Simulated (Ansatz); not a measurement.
# BeInCl3 (model cell, started as cubic perovskite with Be in the octahedra): a soft mode frozen in

Aim: this structure of BeInCl3 (model cell, started as cubic perovskite with Be in the octahedra) is to be tested for unstable modes, and one is followed downhill.

Main program and level: Ansatz 0.2.0; DFT PBEsol, scalar-relativistic, plane waves, PAW; PAW set soft_1.

The structure was built from a prototype and need not be the compound's stable phase.

### 1. The structure

It takes space group Pm-3m (No. 221, cubic). The conventional cell has a = 4.586 Å, b = 4.586 Å, c = 4.586 Å, α = 90.00°, β = 90.00°, γ = 90.00°. Nearest to In lie 12 Cl at 3.24 Å. Nearest to Be lie 6 Cl at 2.29 Å. Cl has 2 Be at 2.29 Å nearest. Farther neighbours and most contacts between anions are not listed.

### 2. Response at finite wavevector

The cell comes from relaxations at this level that are not shown. Stability and thermal properties need the whole zone. Linear response on a 4×4×4 q mesh gives force constants as far as a supercell of that size would, and the tensors from the zone-centre run are typed in so that the long-range dipole term is interpolated apart.

The input, input.yaml:

```yaml
crystal:
  lattice:
    - [4.5855703072, 0.0, 0.0]
    - [0.0, 4.5855703072, 0.0]
    - [0.0, 0.0, 4.5855703072]
  atoms:
    - { symbol: In, position: [0.0, 0.0, 0.0] }
    - { symbol: Be, position: [0.5, 0.5, 0.5] }
    - { symbol: Cl, position: [0.5, 0.5, 0.0] }
    - { symbol: Cl, position: [0.5, 0.0, 0.5] }
    - { symbol: Cl, position: [0.0, 0.5, 0.5] }
kpoints:
  mp_grid: { grid: [8, 8, 8] }
hamiltonian:
  xc: pbesol
  pseudopotentials: { kind: paw, azcp: { folder: soft_1 }, xc_functional: pbe }
scf:
  occupations: { method: fixed }
output:
  eigenvalues: true
phonons:
  method: dfpt
  qmesh: [4, 4, 4]
  temperatures: { t_max: 1000, t_step: 50 }
  qpath:
    path:
      - [[0.0, 0.0, 0.0], [0.0, 0.5, 0.0], [0.5, 0.5, 0.0], [0.0, 0.0, 0.0], [0.5, 0.5, 0.5], [0.0, 0.5, 0.0]]
      - [[0.5, 0.5, 0.5], [0.5, 0.5, 0.0]]
    npoints: 10
  non_analytic_term:
    high_frequency_dielectric_tensor: [[5.729, 0.0, 0.0], [0.0, 5.729, 0.0], [0.0, 0.0, 5.729]]
    born_effective_charges:
      - { species: In, tensor: [[2.4062, 0.0, 0.0], [0.0, 2.4062, 0.0], [0.0, 0.0, 2.4062]] }
      - { species: Be, tensor: [[2.8182, 0.0, 0.0], [0.0, 2.8182, 0.0], [0.0, 0.0, 2.8182]] }
      - { species: Cl, tensor: [[-1.3845, 0.0, 0.0], [0.0, -1.3845, 0.0], [0.0, 0.0, -2.4555]] }
      - { species: Cl, tensor: [[-1.3845, 0.0, 0.0], [0.0, -2.4555, 0.0], [0.0, 0.0, -1.3845]] }
      - { species: Cl, tensor: [[-2.4555, 0.0, 0.0], [0.0, -1.3845, 0.0], [0.0, 0.0, -1.3845]] }
    source: "zone-centre run at this cell"
```

The run is started by

```
> ansatz run input.yaml --threads 4 --pin off --max-ram 16384MiB --backend cpu --events-out ev --progress --plain --runs-dir out
```

Numbers of over 12 decimals in the logs are rounded to 6 here.

The log of the run:

```text
Engine: ansatz 0.2.0, aarch64-unknown-linux-gnu
Pseudopotentials: kind: paw
Pseudopotential: In, paw, valence charge 13, recommended cutoff 420 eV (normal), soft_1/In.paw.azcp
Pseudopotential: Be, paw, valence charge 2, recommended cutoff 420 eV (normal), soft_1/Be.paw.azcp
Pseudopotential: Cl, paw, valence charge 7, recommended cutoff 420 eV (normal), soft_1/Cl.paw.azcp
Functional definition: PBEsol
  exchange = pbesol_x
  correlation = pbesol_c
Crystal: 5 atoms, lattice volume = 96.423 Å³
Basis set: ecut = 420 eV, 1863 PW (Γ), exchange–correlation on 64×64×64 points (8 copies of the dense FFT grid, shifted against one another)
Bands: 23, of which v1, the nominal top of the filled ones, is band 18 counted from 1 (17 counted from 0)
Symmetry: 48 space group operations
k-points: 35 of 512
Non-local potential: In, projectors of the file, l = 0: 2, l = 1: 2, l = 2: 2, l = 3: 1
Non-local potential: Be, projectors of the file, l = 0: 2, l = 1: 2, l = 2: 1
Non-local potential: Cl, projectors of the file, l = 0: 2, l = 1: 2, l = 2: 1
PAW form: soft (Blöchl's): semilocal exchange-correlation on the pseudo side does not see the compensation charge
PAW frozen core: In, regenerated for the run's functional, and the local potential with it (the file was generated under x = pbe(κ = 0.804, μ = 0.219515), c = pbe(β = 0.066725))
PAW frozen core: Be, regenerated for the run's functional, and the local potential with it (the file was generated under x = pbe(κ = 0.804, μ = 0.219515), c = pbe(β = 0.066725))
PAW frozen core: Cl, regenerated for the run's functional, and the local potential with it (the file was generated under x = pbe(κ = 0.804, μ = 0.219515), c = pbe(β = 0.066725))
PAW one-centre angular grid: In, 590 points (default); XC on 64 Gauss nodes
PAW one-centre angular grid: Be, 110 points (default); XC on 64 Gauss nodes
PAW one-centre angular grid: Cl, 110 points (default); XC on 64 Gauss nodes
Initial density: superposition of atomic densities (chi_scale 0.1, normalization cell, long waves kept (reshape's long-wave potential 0.03 eV rms))
Initial wavefunctions: pseudopotential atomic-orbital guess
Functional: x = pbesol(κ = 0.804, μ = 0.123457), c = pbesol(β = 0.046)
SCF iter   1: F=—  HF=-8804.334374 eV  |F-HF|=—  |Δ(HF+E_count)|=         —  Δρ=4.13e-2  dr2=3.24e0  ethr=3.10e-3  ⟨swp⟩=4.7  Hψ=3354  notcnv=0  defer=77
preconditioner: auto → Resta (q_TF=auto, 2.315 Å⁻¹)  ε∞=3.9  [insulator: Δε(μ)=2.403 eV  Ē_g=13.379 eV  n_scr=18 (ndim 8)  ℏωp=22.7 eV  f_vac=0.000  ε∞_Penn≈3.9]
SCF iter   2: F=—  HF=-8803.149933 eV  |F-HF|=—  |Δ(HF+E_count)|=    1.18e0  Δρ=1.56e-2  dr2=6.53e-1  ethr=3.10e-3  ⟨swp⟩=2.9  Hψ=1893  notcnv=0  defer=86
SCF iter   3: F=—  HF=-8802.867631 eV  |F-HF|=—  |Δ(HF+E_count)|=   2.82e-1  Δρ=4.56e-3  dr2=5.08e-2  ethr=1.81e-3  ⟨swp⟩=3.1  Hψ=1619  notcnv=0  defer=93
SCF iter   4: F=—  HF=-8802.843383 eV  |F-HF|=—  |Δ(HF+E_count)|=   2.42e-2  Δρ=6.68e-4  dr2=4.39e-4  ethr=1.41e-4  ⟨swp⟩=3.4  Hψ=1569  notcnv=0  defer=101
SCF iter   5: F=—  HF=-8802.843528 eV  |F-HF|=—  |Δ(HF+E_count)|=   1.45e-4  Δρ=1.35e-4  dr2=1.55e-5  ethr=1.22e-6  ⟨swp⟩=2.1  Hψ=1432  notcnv=0  defer=101
SCF iter   6: F=—  HF=-8802.843534 eV  |F-HF|=—  |Δ(HF+E_count)|=   6.42e-6  Δρ=3.04e-5  dr2=8.93e-7  ethr=4.30e-8  ⟨swp⟩=2.1  Hψ=1288  notcnv=0  defer=93
SCF iter   7: F=—  HF=-8802.843536 eV  |F-HF|=—  |Δ(HF+E_count)|=   2.03e-6  Δρ=6.16e-6  dr2=3.50e-8  ethr=2.48e-9  ⟨swp⟩=2.0  Hψ=1393  notcnv=0  defer=80
SCF iter   8: F=—  HF=-8802.843536 eV  |F-HF|=—  |Δ(HF+E_count)|=   2.41e-8  Δρ=1.12e-6  dr2=1.47e-9  ethr=9.73e-11  ⟨swp⟩=2.1  Hψ=1175  notcnv=0  defer=80
SCF iter   9: F=—  HF=-8802.843536 eV  |F-HF|=—  |Δ(HF+E_count)|=   1.50e-9  Δρ=2.25e-7  dr2=5.75e-11  ethr=4.10e-12  ⟨swp⟩=2.2  Hψ=1138  notcnv=0  defer=80
SCF iter  10: F=-8802.843536 eV  HF=-8802.843536 eV  |F-HF|=1.82e-12  |Δ(HF+E_count)|=  6.73e-11  Δρ=3.01e-8  dr2=6.53e-13  ethr=1.00e-12  ⟨swp⟩=13.1  Hψ=5666  notcnv=0
SCF 1 converged in 10 iterations: F = -8802.843536 eV  dr2 = 6.53e-13
  greatest PAW one-centre occupation: 0.984 electrons in one spin orbital (limit 2), on the In atom at site 0 (counted from 0), in its partial waves of l = 2
NSCF: frozen V_eff on 35 k-points
NSCF: frozen V_eff on 125 k-points
DFPT response loops at q = (0, 0, 0) (fractional): preconditioner auto → Resta (q_TF=auto, 2.315 Å⁻¹)  ε∞=6.0 (no band partly filled); β = 1.00, the filter's whole step (`scf.mixing.beta` (0.50) is not read by the response loops at its default; to damp them type it under 1.00, their step now; it binds the ground state too); Broyden in place of MSR1
NSCF: frozen V_eff on 400 k-points
DFPT response loops at q = (0, 0, 0.25) (fractional): mixed as the last ones told, above
NSCF: frozen V_eff on 250 k-points
DFPT response loops at q = (0, 0, -0.5) (fractional): mixed as the last ones told, above
NSCF: frozen V_eff on 640 k-points
DFPT response loops at q = (0, 0.25, 0.25) (fractional): mixed as the last ones told, above
NSCF: frozen V_eff on 400 k-points
DFPT response loops at q = (0, 0.25, -0.5) (fractional): mixed as the last ones told, above
NSCF: frozen V_eff on 250 k-points
DFPT response loops at q = (0, -0.5, -0.5) (fractional): mixed as the last ones told, above
NSCF: frozen V_eff on 1024 k-points
DFPT response loops at q = (0.25, 0.25, 0.25) (fractional): mixed as the last ones told, above
NSCF: frozen V_eff on 640 k-points
DFPT response loops at q = (0.25, 0.25, -0.5) (fractional): mixed as the last ones told, above
NSCF: frozen V_eff on 400 k-points
DFPT response loops at q = (0.25, -0.5, -0.5) (fractional): mixed as the last ones told, above
NSCF: frozen V_eff on 250 k-points
DFPT response loops at q = (-0.5, -0.5, -0.5) (fractional): mixed as the last ones told, above
SCF converged after 10 iterations
Free energy (F): -8802.843536 eV
Harris-Foulkes:  -8802.843536 eV  (|F-HF|=1.82e-12)
Internal energy: -8802.843536 eV  (E = F + TS)
E sigma→0 (E₀):  -8802.843536 eV
Fermi energy:    6.109761 eV
--- Per-component energies (eV) ---
  E_band       = -63.806042
  E_kinetic    = 690.633977
  E_local      = -1663.437663  (includes V_loc(G=0)·N_el)
  E_nonlocal   = 426.546004
  E_hartree    = 609.723453
  E_xc         = -482.526346
  E_vxc        = -459.950001  (∫ρ·V_xc dr)
  E_paw        = -6112.304245  (= ΣΔE_a)
  E_vpaw       = -277.045719  (= ΣTr[D̂ρ^β])
  E_aug_tail   = 0.000440  (compensation charges beyond the density's cutoff)
  E_ewald      = -2271.959888
  E_core_change = 0.480731  (= ΣΔE_core)
  E_smearing   = -0.000000  (= −TS)
  E_closure    = -0.000000  (closes the sum)
  Σ components = -8802.843536   (vs F -8802.843536, Δ=0.00e0)
--- Band table (eV; the first three rows and the last of 35) ---
  k-point 0: bands = [... 14 lower, 3.8311, 4.0832, 4.0832, 4.0832, 7.7988, 12.6135, 12.6135, 12.6259, ... 1 higher]
  k-point 1: bands = [... 14 lower, 3.7797, 4.0457, 4.0457, 4.3765, 8.0911, 11.5942, 12.1507, 12.1507, ... 1 higher]
  k-point 2: bands = [... 14 lower, 3.6606, 4.0575, 4.0575, 4.9801, 8.8317, 10.4507, 11.6444, 11.6444, ... 1 higher]
  k-point 34: bands = [... 14 lower, 3.9738, 4.9701, 4.9701, 4.9701, 10.1346, 10.1346, 10.1346, 12.3886, ... 1 higher]
--- Phonons (Γ-DFPT): 4 representative perturbations + reference (Σ response iterations 12) ---
  ASR residual: 9.110e-5 → 0.000e0 eV/Å²; symmetrization residual: 1.691e-6 eV/Å²
  ASR residual per site (eV/Å²): 1.71e-5 9.11e-5 5.28e-6 5.28e-6 5.28e-6
  Γ frequencies (cm⁻¹): -289.11 -289.11 -289.11 0.00 0.00 0.00 62.47 62.47 62.47 146.48 146.48 146.48 221.18 221.18 221.18
--- Phonons (arbitrary-q DFPT): 10 irreducible q on the 4×4×4 mesh ---
  q = [0.0000, 0.0000, 0.0000] (star 1, of the zone-centre solve; hermiticity 1.28e-6, symmetrization 2.39e-12): -289.11 -289.11 -289.11 -0.00 -0.00 0.00 62.47 62.47 62.47 146.48 146.48 146.48 221.18 221.18 221.18
  q = [0.0000, 0.0000, 0.2500] (star 6, 9 solved perturbations in 1560 linear systems a pass and spin channel, the states on 200 of 512 k-point pairs; hermiticity 6.74e-7, symmetrization 1.94e-12): -286.03 -286.03 39.81 39.81 48.13 87.01 87.01 115.10 147.68 147.70 147.70 216.46 220.93 220.93 260.45
  q = [0.0000, 0.0000, -0.5000] (star 3, 9 solved perturbations in 975 linear systems a pass and spin channel, the states on 125 of 512 k-point pairs; hermiticity 5.55e-7, symmetrization 5.64e-8): -282.97 -282.97 44.88 44.88 77.79 112.63 112.63 146.26 146.26 148.73 154.56 218.49 221.14 221.14 315.22
  q = [0.0000, 0.2500, 0.2500] (star 12, 9 solved perturbations in 2460 linear systems a pass and spin channel, the states on 320 of 512 k-point pairs; hermiticity 7.97e-7, symmetrization 2.13e-13): -282.98 -179.74 35.45 37.64 43.82 108.44 112.38 135.45 138.56 150.07 168.34 211.53 219.87 244.69 267.92
  q = [0.0000, 0.2500, -0.5000] (star 12, 15 solved perturbations on 200 of 512 k-point pairs; hermiticity 1.03e-6, symmetrization 3.42e-8): -279.94 -154.90 43.70 45.80 59.49 99.20 134.83 140.77 146.99 149.95 187.34 219.12 222.55 258.15 316.29
  q = [0.0000, -0.5000, -0.5000] (star 3, 9 solved perturbations in 975 linear systems a pass and spin channel, the states on 125 of 512 k-point pairs; hermiticity 2.49e-7, symmetrization 2.60e-9): -276.91 -98.95 45.28 45.28 46.72 66.58 142.74 142.74 153.33 153.33 201.06 216.99 272.36 319.00 319.00
  q = [0.2500, 0.2500, 0.2500] (star 8, 4 solved perturbations in 1376 linear systems a pass and spin channel, the states on 512 of 512 k-point pairs; hermiticity 6.36e-7, symmetrization 4.74e-12): -176.60 -176.60 31.75 44.71 44.71 108.10 108.10 118.28 167.37 167.37 171.91 220.43 220.43 258.32 289.55
  q = [0.2500, 0.2500, -0.5000] (star 12, 9 solved perturbations in 2460 linear systems a pass and spin channel, the states on 320 of 512 k-point pairs; hermiticity 1.14e-6, symmetrization 1.53e-8): -173.57 -139.01 45.28 47.53 54.43 99.45 102.46 112.87 167.86 173.59 188.01 231.06 243.98 285.29 328.25
  q = [0.2500, -0.5000, -0.5000] (star 6, 9 solved perturbations in 1560 linear systems a pass and spin channel, the states on 200 of 512 k-point pairs; hermiticity 5.40e-7, symmetrization 1.32e-8): -155.94 -104.08 48.13 48.13 48.27 68.15 102.27 102.27 173.79 173.79 192.48 249.17 296.60 339.81 339.81
  q = [-0.5000, -0.5000, -0.5000] (star 1, 4 solved perturbations in 350 linear systems a pass and spin channel, the states on 125 of 512 k-point pairs; hermiticity 7.94e-7, symmetrization 2.02e-9): -109.18 -109.18 49.71 49.71 49.71 69.65 69.65 69.65 181.25 181.25 181.25 308.85 360.75 360.75 360.75
  sum rule: each row above includes the acoustic sum rule's correction from the zone centre's row sums; it moved no ω² by more than (1.66 cm⁻¹)²
  mesh force constants: q→R imaginary residual 1.78e-18; ASR residual 9.110e-5 → 0.000e0 eV/Å²; symmetrization residual 1.776e-15 eV/Å²
  interpolated dispersion: 63 rows × 15 modes
  density of states and harmonic sums: on the 16×16×16 q-mesh, interpolated from the force constants of a 4×4×4 supercell (with the dipole–dipole term of supplied tensors)
  largest difference from the sums on the solved wave vectors: F 4.20e-3 eV, S 5.95e-6 and C_V 2.37e-6 eV/K
  zero-point energy: 0.123085 eV/cell   skipped modes (ω ≤ 0): 352, of them read as no rigid motion or as one in doubt: 349 (2.082e0 modes/cell left out, lowest -289.11 cm⁻¹)   left out of the sums: 1.39e-1 of the cell's modes: C_V's classical limit lies that fraction below 3 k_B per atom; for a crystal, a wire or a layer, F and S can be off by more, and a phonons.interpolated_qmesh denser along its periods is the remedy for the sampling
```

The job ended after 11 min (4 threads of Arm Neoverse V1, shared host; peak memory 2.6 GiB; 45 min of CPU time).

This step gave:

- gap on the k-mesh: 1.689 eV
- volume per atom: 19.28 Å³
- sum-rule residual before enforcement: 9.11e-5 eV/Å²
- lowest frequency on the path: -289.1 cm⁻¹
- point group: m-3m
- highest frequency on the path or at a solved wavevector: 360.8 cm⁻¹
- highest optical mode at the zone centre (no LO-TO term): 221.2 cm⁻¹
- lowest optical zone-centre mode: -289.1 cm⁻¹
- lowest mode on the q mesh (acoustic modes at Γ apart): -289.1 cm⁻¹

Frequencies (cm⁻¹) solved at each irreducible wavevector; negative means imaginary. Frequencies by wavevector, by row:

```csv
q in reciprocal lattice units,star,mode 1,mode 2,mode 3,mode 4,mode 13,mode 14,mode 15
0 0 0,1,-289.1,-289.1,-289.1,0,221.2,221.2,221.2
0 0 0.25,6,-286,-286,39.8,39.8,220.9,220.9,260.4
0 0 -0.5,3,-283,-283,44.9,44.9,221.1,221.1,315.2
0 0.25 0.25,12,-283,-179.7,35.5,37.6,219.9,244.7,267.9
0 0.25 -0.5,12,-279.9,-154.9,43.7,45.8,222.6,258.1,316.3
0 -0.5 -0.5,3,-276.9,-99,45.3,45.3,272.4,319,319
0.25 0.25 0.25,8,-176.6,-176.6,31.8,44.7,220.4,258.3,289.6
0.25 0.25 -0.5,12,-173.6,-139,45.3,47.5,244,285.3,328.2
0.25 -0.5 -0.5,6,-155.9,-104.1,48.1,48.1,296.6,339.8,339.8
-0.5 -0.5 -0.5,1,-109.2,-109.2,49.7,49.7,360.8,360.8,360.8
```

Interpolated from a 4×4×4 q mesh, with the LO-TO term (at Γ the limit along the path; where Γ stands inside the path, tables give the limit on arrival). Phonon branches along the path, in cm⁻¹:

```csv
point,branch 1,branch 2,branch 3,branch 4,branch 12,branch 13,branch 14,branch 15
Γ,-289,-289,-116,0,196,221,221,228
halfway,-286,-286,40,40,216,221,221,260
X,-283,-283,45,45,218,221,221,315
halfway,-280,-155,44,46,219,222,258,316
M,-277,-99,45,45,217,272,319,319
halfway,-283,-180,35,38,212,220,245,268
Γ,-289,-289,-116,0,196,221,221,228
halfway,-177,-177,32,45,220,220,258,290
R,-109,-109,50,50,309,361,361,361
halfway,-174,-139,45,48,231,244,285,328
X,-283,-283,45,45,218,221,221,315
jump to R,-109,-109,50,50,309,361,361,361
halfway,-156,-104,48,48,249,297,340,340
M,-277,-99,45,45,217,272,319,319
```

Symmetry leaves 10 wavevectors to solve. The lowest mode among them, the acoustic zeros apart, lies at Γ and is imaginary, 289.1i cm⁻¹, so the energy falls along it.

### 3. The mode frozen in, largest atomic shift 0 Å

The mode followed lies at q = (0, 0.25, 0.25) with frequency 283.0i cm⁻¹, one of the unstable modes though not the softest. At small amplitude the distorted cell has space group no. 51 by a symmetry search on the positions. The undistorted cell that holds it gives the zero of energy on the same k mesh.

System of this step: BeInCl3 (model cell, started as cubic perovskite with Be in the octahedra). It takes space group Pm-3m (No. 221, cubic). The conventional cell has a = 4.586 Å, b = 4.586 Å, c = 4.586 Å, α = 90.00°, β = 90.00°, γ = 90.00°. Nearest to In lie 12 Cl at 3.24 Å. Nearest to Be lie 6 Cl at 2.29 Å. Nearest to Cl lie 2 Be at 2.29 Å. Cl has 2 Be at 2.29 Å nearest. Farther neighbours and most contacts between anions are not listed.

The input, input.yaml:

```yaml
crystal:
  lattice:
    - [4.5855703072, 0.0, 0.0]
    - [0.0, 4.5855703072, -4.5855703072]
    - [0.0, 9.1711406144, 9.1711406144]
  atoms:
    - { symbol: In, position: [0.0, 0.0, 0.0] }
    - { symbol: In, position: [0.0, 0.5, 0.25] }
    - { symbol: In, position: [0.0, 0.0, 0.5] }
    - { symbol: In, position: [0.0, 0.5, 0.75] }
    - { symbol: Be, position: [0.5, 0.0, 0.25] }
    - { symbol: Be, position: [0.5, 0.5, 0.5] }
    - { symbol: Be, position: [0.5, 0.0, 0.75] }
    - { symbol: Be, position: [0.5, 0.5, 0.0] }
    - { symbol: Cl, position: [0.5, 0.25, 0.125] }
    - { symbol: Cl, position: [0.5, 0.75, 0.375] }
    - { symbol: Cl, position: [0.5, 0.25, 0.625] }
    - { symbol: Cl, position: [0.5, 0.75, 0.875] }
    - { symbol: Cl, position: [0.5, 0.75, 0.125] }
    - { symbol: Cl, position: [0.5, 0.25, 0.375] }
    - { symbol: Cl, position: [0.5, 0.75, 0.625] }
    - { symbol: Cl, position: [0.5, 0.25, 0.875] }
    - { symbol: Cl, position: [0.0, 0.0, 0.25] }
    - { symbol: Cl, position: [0.0, 0.5, 0.5] }
    - { symbol: Cl, position: [0.0, 0.0, 0.75] }
    - { symbol: Cl, position: [0.0, 0.5, 0.0] }
kpoints:
  mp_grid: { grid: [6, 4, 2] }
hamiltonian:
  xc: pbesol
  pseudopotentials: { kind: paw, azcp: { folder: soft_1 }, xc_functional: pbe }
scf:
  occupations: { method: gaussian, width: 0.02 }
output:
  forces: true
  stress: true
  eigenvalues: true
```

The log of the run:

```text
[...]
Crystal: 20 atoms, lattice volume = 385.691 Å³
Basis set: ecut = 420 eV, 7573 PW (Γ), exchange–correlation on 64×90×180 points (8 copies of the dense FFT grid, shifted against one another)
Bands: 92, of which v1, the nominal top of the filled ones, is band 72 counted from 1 (71 counted from 0)
Symmetry: 32 space group operations
[...]
k-points: 24 of 48
[...]
k-point 0: bands = [... 68 lower, 4.9737, 5.5014, 5.5014, 5.8228, 7.7988, 9.2244, 9.2244, 9.8138, ... 7 higher]
  k-point 1: bands = [... 68 lower, 4.7299, 4.7299, 5.8746, 5.8746, 8.3165, 8.3165, 9.8202, 9.8202, ... 7 higher]
  k-point 2: bands = [... 68 lower, 4.7299, 5.7580, 5.7580, 5.8746, 8.3165, 9.3534, 9.3534, 9.8202, ... 7 higher]
  k-point 23: bands = [... 68 lower, 5.5306, 5.5306, 5.5306, 5.5306, 10.1796, 10.1796, 10.1796, 10.1796, ... 7 higher]
[key lines of the parts left out:]
SCF converged after 8 iterations
Free energy (F): -35211.372635 eV
Fermi energy:    6.954461 eV
P = ⅓ Tr σ = 0.0090 GPa (0.090 kbar)
```

The job ended after 16 s (4 threads; peak memory 1.4 GiB).

Numbers from this step:

```yaml
pressure: 0.009027 GPa
energy_from_the_undistorted_cell: 0 meV/atom
```

At this level the gap is 1.69 eV on the k-mesh of the self-consistent run, which can miss the band edges.

(Continued in part 2 of 2.)

[Logs are printed without paths, hosts, clocks, repeated set-up lines and the standing remarks that a program may print on its own settings, such as how far it seeks lower states.]

[Hosts, paths, dates, database ids (printed as entryN), source tags and the programs' standing remarks are cut or masked in the printed files.]
